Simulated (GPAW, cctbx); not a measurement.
# By hand: from a DFT structure factor to an extinction distance in CsCu3

CsCu3, Pm-3m (no. 221), a = 4.4736 Å, b = 4.4736 Å, c = 4.4736 Å, α = 90.00°, β = 90.00°, γ = 90.00°.

```csv
atom,mult.,x,y,z
Cs1,1,0,0,0
Cu1,3,1/2,1/2,0
```

The cell comes from substitution in a known structure type and wasn't matched to any measured phase.

A DFT run (GPAW, PBE, 450 eV, 5×5×5 k-points, Fermi–Dirac width 0.1 eV) gives the static X-ray structure factor of 121 as 18.814 e for the conventional cell; superposed free atoms give 18.686 e. **Problem.** Find the Fourier component V of the crystal potential and the two-beam extinction distance at 120 kV in both cases.

## Step 1: Geometry

The cell volume is Ω = 89.53 Å³ and d(121) = 1.8263 Å, so g = 1/d = 0.5476 Å⁻¹.

## Step 2: The nuclei

Electrons feel nuclei as well as electrons, so the nuclear charges are summed with the same phases.

Phase sums Σ exp(2πi h·x), turned so that the total is real and positive: Cs +1.000, Cu -1.000. Then F_Z = 55 × (+1.000) + 29 × (-1.000) = 26.00 e. The electron term has the same sign for this reflection.

## Step 3: Mott–Bethe

Poisson's equation, term by term, gives V = (e/4πε₀)(F_Z − F)/(πΩg²), with e/4πε₀ = 14.3996 V Å.

The prefactor is 14.3996 × 1.8263²/(π × 89.53) = 0.17076 V per electron. Free atoms: (26.00 − 18.686) × 0.17076 = 1.249 V. Crystal: (26.00 − 18.814) × 0.17076 = 1.227 V. F changes by +0.69 % and V by -1.8 %: the same 0.13 e is measured against F_Z − F = 7.3 e in place of F = 18.7 e.

## Step 4: Extinction distance

In the two-beam case ξ = 1/(λU) with U = 2γm₀eV/h², that is ξ = 150.41 V Å²/(γλV).

At 120 kV, λ = 0.03349 Å and γ = 1.2348. Free atoms: ξ = 2912 Å. Crystal: ξ = 2964 Å. The thickness fringes go as sin²(πt/ξ), so the two patterns slip by a quarter of a period when t|1/ξ₁ − 1/ξ₀| = 1/4, at t ≈ 4160 nm, thicker than usual samples. Thermal motion, absorption and many-beam coupling, left out here, change a real pattern.

## Step 5: Answer

V(121) is 1.23 V against 1.25 V, and ξ is 2964 against 2912 Å. Limits: static atoms, two beams.

[Outputs are excerpts: Python notices, other lines and further rows are left out; steps that failed or that the build refused (PBEsol, TPSS) are not shown.]

[Logs are printed without paths, hosts, clocks, repeated set-up lines and the standing remarks that a program may print on its own settings, such as how far it seeks lower states.]
